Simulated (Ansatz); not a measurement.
# How fast states decay through CsTl3F6, part 2 of 3

A new crystal, CsTl3F6: structure, gap and complex bands. It is built by putting Cs for Na in the NaTl3F6 structure of space group Fm-3m, with the volume rescaled by atomic radii. The parent structure comes from the Materials Project.

Ansatz 0.2.0; PBE DFT, plane waves, PAW files (the session's first sound run).

So far. Step 2 (Relaxing the new crystal): The largest force component on a free atom ends at 0.0054 eV/Å.

The structure was built from a prototype and need not be the compound's stable phase.

## 3. The bulk crystal and its band edges

The energy window and the wavevectors of the next steps follow from the band edges, so these are searched first, off the mesh as well.

input.yaml reads:

```yaml
crystal:
  lattice:
    - [0.0, 4.9679789032, 4.9679789032]
    - [4.9679789032, 0.0, 4.9679789032]
    - [4.9679789032, 4.9679789032, 0.0]
  atoms:
    - { symbol: Cs, position: [0.0, 0.0, 0.0] }
    - { symbol: Tl, position: [0.25, 0.25, 0.25] }
    - { symbol: Tl, position: [0.75, 0.75, 0.75] }
    - { symbol: Tl, position: [0.5, 0.5, 0.5] }
    - { symbol: F, position: [0.7206346092, 0.2793653908, 0.2793653908] }
    - { symbol: F, position: [0.2793653908, 0.7206346092, 0.7206346092] }
    - { symbol: F, position: [0.2793653908, 0.7206346092, 0.2793653908] }
    - { symbol: F, position: [0.7206346092, 0.2793653908, 0.7206346092] }
    - { symbol: F, position: [0.2793653908, 0.2793653908, 0.7206346092] }
    - { symbol: F, position: [0.7206346092, 0.7206346092, 0.2793653908] }
kpoints:
  mp_grid: { grid: [4, 4, 4] }
  band_path: { path: [VBM, CBM], npoints: 30 }
scf:
  occupations: { method: fixed }
hamiltonian:
  xc: pbe
output:
  eigenvalues: true
  write_potential: true
  write_density: true
  volumetric_format: npy
  elf: true
```

Run with:

```bash
$ ansatz run input.yaml --threads 2 --pin off --max-ram 4096MiB --backend cpu --events-out ev --progress --plain --runs-dir out
```

Numbers of over 12 decimals in the logs are rounded to 6 here.

The log of the run:

```text
[...]
Crystal: 10 atoms, lattice volume = 245.228 Å³
Basis set: ecut = 420 eV, 4813 PW (Γ)
Bands: 55, of which v1, the nominal top of the filled ones, is band 45 counted from 1 (44 counted from 0)
Symmetry: 48 space group operations
[...]
k-points: 8 of 64
[...]
SCF iter   1: F=—  HF=-44855.981949 eV  |F-HF|=—  |Δ(HF+E_count)|=         —  Δρ=1.74e-3  dr2=4.19e-3  ethr=1.77e-3  ⟨swp⟩=4.8  Hψ=1399  notcnv=0  defer=53
[...]
SCF iter   6: F=-44855.984792 eV  HF=-44855.984792 eV  |F-HF|=5.19e-8  |Δ(HF+E_count)|=   1.04e-6  Δρ=4.05e-6  dr2=3.74e-8  ethr=1.11e-10  ⟨swp⟩=10.5  Hψ=2004  notcnv=0
SCF 1 converged in 6 iterations: F = -44855.984792 eV  dr2 = 3.74e-8
[...]
NSCF: frozen V_eff on 16 k-points
[...]
SCF converged after 6 iterations
Free energy (F): -44855.984792 eV
[...]
Internal energy: -44855.984792 eV  (E = F + TS)
E sigma→0 (E₀):  -44855.984792 eV
Fermi energy:    1.754089 eV
[...]
--- Band table (eV; the first three rows and the last of 8) ---
  k-point 0: bands = [... 41 lower, 1.0531, 1.0531, 1.1779, 1.1779, 5.9100, 6.7712, 6.7712, 6.7712, ... 6 higher]
  k-point 1: bands = [... 41 lower, 1.0316, 1.0316, 1.5251, 1.5251, 5.8467, 6.6754, 6.8070, 6.8070, ... 6 higher]
  k-point 2: bands = [... 41 lower, 1.0017, 1.0017, 1.7541, 1.7541, 5.8001, 6.4880, 6.9289, 6.9289, ... 6 higher]
  k-point 7: bands = [... 41 lower, 1.0953, 1.0953, 1.2180, 1.5714, 5.3802, 6.0480, 6.8579, 6.9077, ... 6 higher]
```

Run time: 16 s. Hardware: 2 threads of Arm Neoverse V2, shared host; peak memory 0.57 GiB; 32 s of CPU time.

This step gave:

- free energy: -44855.9848 eV
- Fermi energy: 1.754 eV
- gap on the k-mesh: 3.357 eV
- gap on path: 3.357 eV, by band count; negative where bands overlap
- direct gap on path: 3.852 eV
- edge places on path: 0, 0.5476 1/A along the path

Electronic bands along the path, in eV, zero at the Fermi level (highest filled level under fixed occupations); v1 is the highest filled band, c1 the lowest empty one:

```tsv
point	v4	v3	v2	v1	c1	c2	c3	c4
VBM	-0.75	-0.75	0.00	0.00	4.05	4.73	5.17	5.17
halfway	-0.74	-0.72	-0.22	-0.20	3.71	4.58	4.85	5.16
CBM	-0.70	-0.59	-0.58	-0.52	3.36	4.67	4.67	4.94
```

ELF in the ac plane of the conventional cell at fractional y = 0.000, with atoms of Cs and Tl and F within 0.2 Å of it. It is the smooth field of the valence electrons, not physical close to the nuclei.

Ten even steps from '_' (0.00) to '@' (0.87), each cell a mean:
```
::**@@##..==%%%%%%%%==::::____..--::**%%%%@@**..==@@%%--
%%@@@@**..::##%%%%**::..----::--::..==##%%%%==__--%%@@@@
%%##**::____--====::____..::::::..__..--====..__..++####
......________________::++####**--..________________....
**++--..____________..++%%%%##%%##--______________..==++
%%%%##--____________::**@@%%##@@%%==____________..++%%@@
**%%%%==____________..==##%%%%%%++::____________::**@@##
%%%%**::________________::----::..______________..==%%%%
++==::____..::..______..--------::..____..::..____..--==
::::..__::++****::__::##@@@@@@@@%%==__..==****==....::::
..::--::++%%@@%%++..--@@@@##**%%@@**..--%%@@%%##--::--::
__..--::##%%**%%##..==@@%%::__++@@##..==%%####%%==::::__
__..--::**%%%%@@**..==@@%%--::**@@##..==%%%%%%%%==::::__
::--::..==##%%%%==__--%%@@@@%%@@@@**..::##%%%%**::..----
::::..__..--====..__..++####%%##**::____--====::____..::
##**--..________________..........________________::++##
##%%##--______________..==++**++--..____________..++%%%%
##@@%%==____________..++%%@@%%%%##--____________::**@@%%
%%%%++::____________::**@@##**%%%%==____________..==##%%
--::..______________..==%%%%%%%%**::________________::--
----::..____..::..____..--==++==::____..::..______..----
@@@@%%==__..==****==....::::::::..__::++****::__::##@@@@
**%%@@**..--%%@@%%##--::--::..::--::++%%@@%%++..--@@@@##
__++@@##..==%%####%%==::::____..--::##%%**%%##..==@@%%::
```
Columns run along a (9.9 Å), rows up along c (9.9 Å), edges of the conventional cell, whose origin can differ from the input's. Atoms in or near the plane, at fractional coordinates: Cs at (0.00, 0.00), Cs at (0.50, 0.50), Tl at (0.50, 0.00), Tl at (0.00, 0.50), F at (0.28, 0.00), F at (0.78, 0.50), F at (0.72, 0.00), F at (0.22, 0.50), F at (0.00, 0.28), F at (0.50, 0.78), F at (0.50, 0.22), F at (0.00, 0.72).

Valence density in the ac plane of the conventional cell at fractional y = 0.000, with atoms of Cs and Tl and F within 0.2 Å of it. It is the smooth field of the valence electrons, not physical close to the nuclei.

Ten steps, logarithmic in the rise over the least value, from '_' (0 e/Å³) to '@' (12 e/Å³), each cell a mean:
```
--====--..::**%%%%**--==**%%%%##++--++%%@@##==..::======
====--::....--++++--::::==****++--::--==++==::....--====
----::..____........__..::------............______..::--
....__________________..--++++==::__________________....
==--..________________::++%%@@##--..______________..::--
%%**--..______________::**@@@@##==..______________::==##
@@%%==..______________..--****==::________________::**@@
%%**--..________________..::::::..________________::++##
==--..__________________..::::::..________________..::==
==--::....::::::..__..::--====--::..____..::::::....--==
##**==::--**##++--....--==========::..::==####++----++##
@@##++--++%%@@%%==::::====--::====--..--**@@@@##====**%%
%%##++--++%%@@##==..::======--====--..::**%%%%**--==**%%
**++--::--==++==::....--========--::....--++++--::::==**
----............______..::------::..____........__..::--
++==::__________________........__________________..--++
@@##--..______________..::--==--..________________::++%%
@@##==..______________::==##%%**--..______________::**@@
**==::________________::**@@@@%%==..______________..--**
::::..________________::++##%%**--..________________..::
::::..________________..::====--..__________________..::
==--::..____..::::::....--====--::....::::::..__..::--==
======::..::==####++----++####**==::--**##++--....--====
::====--..--**@@@@##====**%%@@##++--++%%@@%%==::::====--
```
Columns run along a (9.9 Å), rows up along c (9.9 Å), edges of the conventional cell, whose origin can differ from the input's. Atoms in or near the plane, at fractional coordinates: Cs at (0.00, 0.00), Cs at (0.50, 0.50), Tl at (0.50, 0.00), Tl at (0.00, 0.50), F at (0.28, 0.00), F at (0.78, 0.50), F at (0.72, 0.00), F at (0.22, 0.50), F at (0.00, 0.28), F at (0.50, 0.78), F at (0.50, 0.22), F at (0.00, 0.72).

Electrostatic potential energy in the ac plane of the conventional cell at fractional y = 0.000, with atoms of Cs and Tl and F within 0.2 Å of it. With pseudopotentials it is smooth inside the atoms' cores, unlike the true potential.

Ten even steps from '0' (-40 eV) to '9' (9 eV), each cell a mean:
```
4447995114861000387203898544
4468999779984113689878999754
6789999999998778899999999987
9999999999999658999999999999
8999999999996103999999999999
2599999999996002999999999983
0289999999999657999999999950
1599999999999999999999999972
8899999999999888999999999998
5689999999987556799999999875
0158853699864444589984479720
1027610189854454479940038500
0038720389854444479951148610
1368987899975444689997799841
7889999999998767899999999987
5899999999999999999999999996
0399999999999989999999999961
0299999999998325999999999960
5799999999995002899999999996
9999999999997215999999999999
8899999999999888999999999998
5679999999987556899999999875
4458998447972001588536998644
5447994003850010276101898544
```
Columns run along a (9.9 Å; values clipped at the 3rd and 97th percentile), rows up along c (9.9 Å), edges of the conventional cell, whose origin can differ from the input's. Atoms in or near the plane, at fractional coordinates: Cs at (0.00, 0.00), Cs at (0.50, 0.50), Tl at (0.50, 0.00), Tl at (0.00, 0.50), F at (0.28, 0.00), F at (0.78, 0.50), F at (0.72, 0.00), F at (0.22, 0.50), F at (0.00, 0.28), F at (0.50, 0.78), F at (0.50, 0.22), F at (0.00, 0.72).

The searched edges give 3.36 eV, as on the mesh.

## 4. Decaying states in the gap

This step: PBE DFT, plane waves, PAW files; complex bands by layer matching along the plane's normal (Ansatz 0.2.0).

The same crystal is laid in a cell whose first two vectors span the (111) plane (indices of the standard conventional cell, whose axes can be ordered otherwise than in the bulk input). At fixed energy and wavevector in the plane the solver finds all kz, real and complex. A few wavevectors are listed, (0, 0) and (0, -0.5) in units of the plane's reciprocal vectors; the slowest state needn't be among them.

input.yaml reads:

```yaml
crystal:
  lattice:
    - [7.025783142, 0.0, 0.0]
    - [3.512891571, 6.084506683, 0.0]
    - [3.512891571, 2.028168894, 5.736527914]
  atoms:
    - { symbol: Cs, position: [0.0, 0.0, 0.0] }
    - { symbol: Tl, position: [0.75, 0.75, 0.75] }
    - { symbol: Tl, position: [0.25, 0.25, 0.25] }
    - { symbol: Tl, position: [0.5, 0.5, 0.5] }
    - { symbol: F, position: [0.7206346092, 0.7206346092, 0.2793653908] }
    - { symbol: F, position: [0.2793653908, 0.2793653908, 0.7206346092] }
    - { symbol: F, position: [0.2793653908, 0.7206346092, 0.2793653908] }
    - { symbol: F, position: [0.7206346092, 0.2793653908, 0.7206346092] }
    - { symbol: F, position: [0.7206346092, 0.2793653908, 0.2793653908] }
    - { symbol: F, position: [0.2793653908, 0.7206346092, 0.7206346092] }
kpoints:
  mp_grid: { grid: [4, 4, 4] }
scf:
  occupations: { method: fixed }
hamiltonian:
  xc: pbe
output:
  eigenvalues: true
  transmission:
    leads: [[0, 0]]
    kpoints: [[0.0, 0.0], [0.0, -0.5]]
    e_range: [-1.0, 4.36]
    de: 0.09
```

The log of the run:

```text
[...]
Crystal: 10 atoms, lattice volume = 245.228 Å³
Basis set: ecut = 420 eV, 4813 PW (Γ)
Bands: 55, of which v1, the nominal top of the filled ones, is band 45 counted from 1 (44 counted from 0)
Symmetry: 48 space group operations
[...]
k-points: 8 of 64
[...]
SCF iter   1: F=—  HF=-44855.981935 eV  |F-HF|=—  |Δ(HF+E_count)|=         —  Δρ=1.74e-3  dr2=4.18e-3  ethr=1.77e-3  ⟨swp⟩=4.8  Hψ=1403  notcnv=0  defer=53
[...]
SCF iter   6: F=-44855.984792 eV  HF=-44855.984792 eV  |F-HF|=5.04e-8  |Δ(HF+E_count)|=   1.02e-6  Δρ=3.98e-6  dr2=3.62e-8  ethr=1.11e-10  ⟨swp⟩=10.6  Hψ=2023  notcnv=0
SCF 1 converged in 6 iterations: F = -44855.984792 eV  dr2 = 3.62e-8
[...]
transmission: 8 of 16 steps passed
transmission: 16 of 16 steps passed
SCF converged after 6 iterations
Free energy (F): -44855.984792 eV
[...]
Internal energy: -44855.984792 eV  (E = F + TS)
E sigma→0 (E₀):  -44855.984792 eV
Fermi energy:    1.754087 eV
[...]
--- Band table (eV; the first three rows and the last of 8) ---
  k-point 0: bands = [... 41 lower, 1.0531, 1.0531, 1.1779, 1.1779, 5.9100, 6.7712, 6.7712, 6.7712, ... 6 higher]
  k-point 1: bands = [... 41 lower, 1.0316, 1.0316, 1.5251, 1.5251, 5.8467, 6.6754, 6.8070, 6.8070, ... 6 higher]
  k-point 2: bands = [... 41 lower, 1.0017, 1.0017, 1.7541, 1.7541, 5.8001, 6.4880, 6.9289, 6.9289, ... 6 higher]
  k-point 7: bands = [... 41 lower, 1.0953, 1.0953, 1.2180, 1.5714, 5.3802, 6.0480, 6.8579, 6.9077, ... 6 higher]
--- Transmission ---
  basis      : 379 plane waves across, 8 finite elements along
  points     : 2, as listed
  energies   : 60 from -1.000000 to 4.310000 eV about the Fermi level, 0.090000 eV apart; the leads are filled to 1.678270 eV, and channels, transmission and decay are at 1.700000 eV
  crystal 0  : F6Tl3Cs1, at the sites [0, 0], period 5.7365 Å: whole cells are its period
    offset         : up to 0.0000 Å between an atom of the period and one for which it stands
    channels       : 0.000000e0 a spin
    conductance    : none, the energies end too early or step too widely for 300 K: set another output.transmission.e_range or a lower de, or, where they end at an eighth of basis.ecutwfc, a higher one
    slowest decay  : 0.4002 /Å at (0.0000, -0.5000)
```

The job ended after 2 min (2 threads; peak memory 1.7 GiB).

This step gave:

- level to which the leads are filled: 1.678 eV from the Fermi level
- decay constant at the filling level, zone centre: 0.5071 Å⁻¹
- decay constant at the filling level, slowest listed point: 0.4002 Å⁻¹

K parallel (0, 0); values up to 1.5 1/Å, a degenerate pair printed once or twice; energies at which all values exceed this have no row. Table of Im kz of the slowest decaying states by energy, zero at the highest filled level on the SCF mesh:

```tsv
energy (eV)	decay 1 (Å⁻¹)	decay 2 (Å⁻¹)	decay 3 (Å⁻¹)	decay 4 (Å⁻¹)
-1.00	0.0730	0.117	0.149	0.329
-0.82	0.116	0.128	0.258	0.264
-0.55	0.289	0.473	0.536	0.574
-0.37	0.344	0.508	0.713	0.784
-0.19	0.383	0.537	0.822	0.885
-0.01	0.408	0.419	0.563	0.900
0.08	0.154	0.420	0.432	0.574
0.26	0.270	0.443	0.452	0.595
0.53	0.372	0.471	0.622	0.947
0.71	0.423	0.483	0.638	0.942
0.89	0.464	0.492	0.651	0.938
1.16	0.502	0.516	0.669	0.930
1.34	0.505	0.545	0.680	0.924
1.52	0.507	0.570	0.689	0.915
1.79	0.506	0.602	0.702	0.902
1.97	0.504	0.620	0.710	0.893
2.15	0.499	0.636	0.716	0.884
2.42	0.489	0.654	0.725	0.870
2.60	0.480	0.663	0.730	0.861
2.78	0.468	0.669	0.733	0.852
3.05	0.445	0.673	0.731	0.837
3.23	0.426	0.674	0.720	0.826
3.50	0.386	0.674	0.685	0.800
3.68	0.348	0.648	0.682	0.740
3.86	0.291	0.600	0.688	0.841
4.13	0.220	0.493	0.649	0.851
4.31	0.219	0.368	0.617	0.856
```

K parallel (0, -0.5); values up to 1.5 1/Å, a degenerate pair printed once or twice; energies at which all values exceed this have no row. Table of Im kz of the slowest decaying states by energy, zero at the highest filled level on the SCF mesh:

```tsv
energy (eV)	decay 1 (Å⁻¹)	decay 2 (Å⁻¹)	decay 3 (Å⁻¹)	decay 4 (Å⁻¹)
-1.00	0.0123	0.115	0.119	0.176
-0.73	0.094	0.155	0.181	0.185
-0.46	0.233	0.462	0.474	0.568
-0.19	0.324	0.54	0.562	0.663
-0.01	0.358	0.571	0.609	0.675
0.08	0.158	0.166	0.370	0.584
0.35	0.317	0.331	0.397	0.616
0.62	0.409	0.413	0.423	0.641
0.89	0.419	0.477	0.488	0.663
1.16	0.419	0.530	0.538	0.682
1.43	0.412	0.575	0.584	0.701
1.70	0.400	0.612	0.651	0.712
1.88	0.389	0.635	0.654	0.712
2.15	0.366	0.651	0.665	0.715
2.42	0.336	0.638	0.693	0.718
2.69	0.296	0.611	0.718	0.721
2.96	0.239	0.573	0.694	0.722
3.23	0.142	0.527	0.653	0.723
3.50	0.475	0.604	0.722	0.734
3.77	0.414	0.544	0.710	0.719
4.04	0.339	0.468	0.683	0.714
4.31	0.192	0.246	0.365	0.652
```

At the listed wavevectors the last open channel is at -0.01 eV and the next at +3.41 eV on the grid. At +1.70 eV, the grid energy nearest the filling level (the middle of the gap on the SCF mesh), the slowest state at the listed wavevectors decays with κ = 0.400 Å⁻¹, its amplitude falling by e over 2.5 Å. Through 1 nm of this crystal that state's transmission falls by exp(−2 × 0.400 Å⁻¹ × 10 Å) = 3.3e-4.

## 5. Band edges at another level

This step: PBEsol DFT, plane waves, PAW files (Ansatz 0.2.0).

The edges again with PBEsol, at the same atoms.

input.yaml reads:

```yaml
crystal:
  lattice:
    - [0.0, 4.9679789032, 4.9679789032]
    - [4.9679789032, 0.0, 4.9679789032]
    - [4.9679789032, 4.9679789032, 0.0]
  atoms:
    - { symbol: Cs, position: [0.0, 0.0, 0.0] }
    - { symbol: Tl, position: [0.25, 0.25, 0.25] }
    - { symbol: Tl, position: [0.75, 0.75, 0.75] }
    - { symbol: Tl, position: [0.5, 0.5, 0.5] }
    - { symbol: F, position: [0.7206346092, 0.2793653908, 0.2793653908] }
    - { symbol: F, position: [0.2793653908, 0.7206346092, 0.7206346092] }
    - { symbol: F, position: [0.2793653908, 0.7206346092, 0.2793653908] }
    - { symbol: F, position: [0.7206346092, 0.2793653908, 0.7206346092] }
    - { symbol: F, position: [0.2793653908, 0.2793653908, 0.7206346092] }
    - { symbol: F, position: [0.7206346092, 0.7206346092, 0.2793653908] }
kpoints:
  mp_grid: { grid: [4, 4, 4] }
  band_path: { path: [VBM, CBM], npoints: 30 }
scf:
  occupations: { method: fixed }
hamiltonian:
  xc: pbesol
output:
  eigenvalues: true
```

The log of the run:

```text
[...]
Crystal: 10 atoms, lattice volume = 245.228 Å³
Basis set: ecut = 420 eV, 4813 PW (Γ)
Bands: 55, of which v1, the nominal top of the filled ones, is band 45 counted from 1 (44 counted from 0)
Symmetry: 48 space group operations
[...]
k-points: 8 of 64
[...]
SCF iter   1: F=—  HF=-44277.283156 eV  |F-HF|=—  |Δ(HF+E_count)|=         —  Δρ=1.05e-2  dr2=1.76e-1  ethr=1.77e-3  ⟨swp⟩=5.0  Hψ=1401  notcnv=0  defer=53
[...]
SCF iter   7: F=-44277.239553 eV  HF=-44277.239553 eV  |F-HF|=2.69e-8  |Δ(HF+E_count)|=   2.08e-7  Δρ=1.92e-6  dr2=1.92e-8  ethr=1.11e-10  ⟨swp⟩=11.2  Hψ=1617  notcnv=0
SCF 1 converged in 7 iterations: F = -44277.239553 eV  dr2 = 1.92e-8
[...]
SCF converged after 7 iterations
Free energy (F): -44277.239553 eV
[...]
Internal energy: -44277.239553 eV  (E = F + TS)
E sigma→0 (E₀):  -44277.239553 eV
Fermi energy:    1.649047 eV
[...]
--- Band table (eV; the first three rows and the last of 8) ---
  k-point 0: bands = [... 41 lower, 0.9513, 0.9513, 1.0625, 1.0625, 5.7337, 6.6110, 6.6110, 6.6110, ... 6 higher]
  k-point 1: bands = [... 41 lower, 0.9290, 0.9290, 1.4160, 1.4160, 5.6747, 6.5120, 6.6465, 6.6465, ... 6 higher]
  k-point 2: bands = [... 41 lower, 0.8984, 0.8984, 1.6490, 1.6490, 5.6337, 6.3154, 6.7677, 6.7677, ... 6 higher]
  k-point 7: bands = [... 41 lower, 0.9888, 0.9888, 1.1018, 1.4626, 5.2077, 5.8753, 6.6920, 6.7469, ... 6 higher]
```

It took 15 s on 2 threads; peak memory 0.54 GiB; 30 s of CPU time.

This step gave:

```yaml
free_energy: -44277.2396 eV
fermi_energy: 1.649 eV
gap_on_the_k_mesh: 3.282 eV
gap_on_path: 3.282 eV, by band count; negative where bands overlap
direct_gap_on_path: 3.787 eV
```

Electronic bands along the path, in eV, zero at the Fermi level (highest filled level under fixed occupations); v1 is the highest filled band, c1 the lowest empty one:

```tsv
point	v4	v3	v2	v1	c1	c2	c3	c4
VBM	-0.75	-0.75	0.00	0.00	3.98	4.67	5.12	5.12
halfway	-0.75	-0.72	-0.22	-0.20	3.64	4.52	4.79	5.10
CBM	-0.70	-0.59	-0.59	-0.54	3.28	4.61	4.61	4.87
```

The searched edges give 3.28 eV, as on the mesh.

Between step 3 and this run (PBEsol) the value for the gap on path moves from 3.36 eV to 3.28 eV.

[end of part 2 of 3]

[Logs are printed without paths, hosts, clocks, repeated set-up lines and the standing remarks that a program may print on its own settings, such as how far it seeks lower states.]

[Hosts, paths, dates, database ids (printed as entryN), source tags and the programs' standing remarks are cut or masked in the printed files.]
